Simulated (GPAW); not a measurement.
# MoS2 (P6_3/mmc): refractive index against wavelength

The refractive index of MoS2 (P6_3/mmc) along x below the direct gap (1.64 eV on the mesh) is read from one computed spectrum, n = √(Re ε). x, y and z are the Cartesian axes of the input cell.

Cell: a, b, c = 3.169, 3.169, 12.324 Å (primitive vectors), 6 atoms.

Method: GPAW 26.7.0, PBE, RPA, k-mesh 12×12×6, local fields up to 50 eV, Lorentzian half width 0.15 eV.

Launch of the response step: `OMP_NUM_THREADS=1 python df.py`. The run took 6.7 min, its band step included, on 1 thread of Arm Neoverse V2 (shared host).

```
wavelength (nm)  photon energy E (eV)       n
           3000                 0.413  3.7292
           2000                 0.620  3.7654
           1550                 0.800  3.8116
           1310                 0.946  3.8614
           1064                 1.165       ?
```

In the single-oscillator model n² − 1 = E₀E_d/(E₀² − E²), so 1/(n² − 1) = E₀/E_d − E²/(E₀E_d) is linear in E².

Working, on the rows shown:

| x = E² (eV²) | y = 1/(n² − 1) |
| --- | --- |
| 0.170801 | 0.0774777 |
| 0.384302 | 0.0758827 |
| 0.639837 | 0.0739191 |
| 0.895757 | 0.0718886 |

Means: x̄ = 0.52267, ȳ = 0.074792. Σ(x − x̄)(y − ȳ) = -0.002281, Σ(x − x̄)² = 0.2959. Slope = -0.002281 / 0.2959 = -0.007711; intercept = ȳ − slope · x̄ = 0.078822. Turned back into n, the line misses the rows shown by at most 0.00073.

**Question.** Fill in the last column of the withheld row.

**Answer.** At x = 1.3578 the line gives y = 0.068352, that is 3.9535. The run gave 3.9627, so the extrapolation is off by 0.0092, 4 % of the range in the table.

Refitted with all rows, the slope is -0.007976 and the intercept 0.078937. These give E₀ = √(intercept/−slope) = 3.15 eV and E_d = E₀/intercept = 39.9 eV; E₀ is 1.9 times the direct gap. The electronic limit at long wavelengths, without lattice vibrations, is n = √(1 + 1/intercept) = 3.697. The cell comes from an older database entry, whose edges can be off by a per cent or so. Excitons are left out; PBE gaps are as a rule too small. The values come from a sum over the points of one k-mesh and carry its error, which grows as the direct gap shrinks. This version of GPAW has incomplete matrix elements in the optical limit, which can lower ε − 1 by up to a tenth where first-row anions or d states rule. Spin-orbit coupling is left out.

[Logs are printed without paths, hosts, clocks, repeated set-up lines and the standing remarks that a program may print on its own settings, such as how far it seeks lower states.]
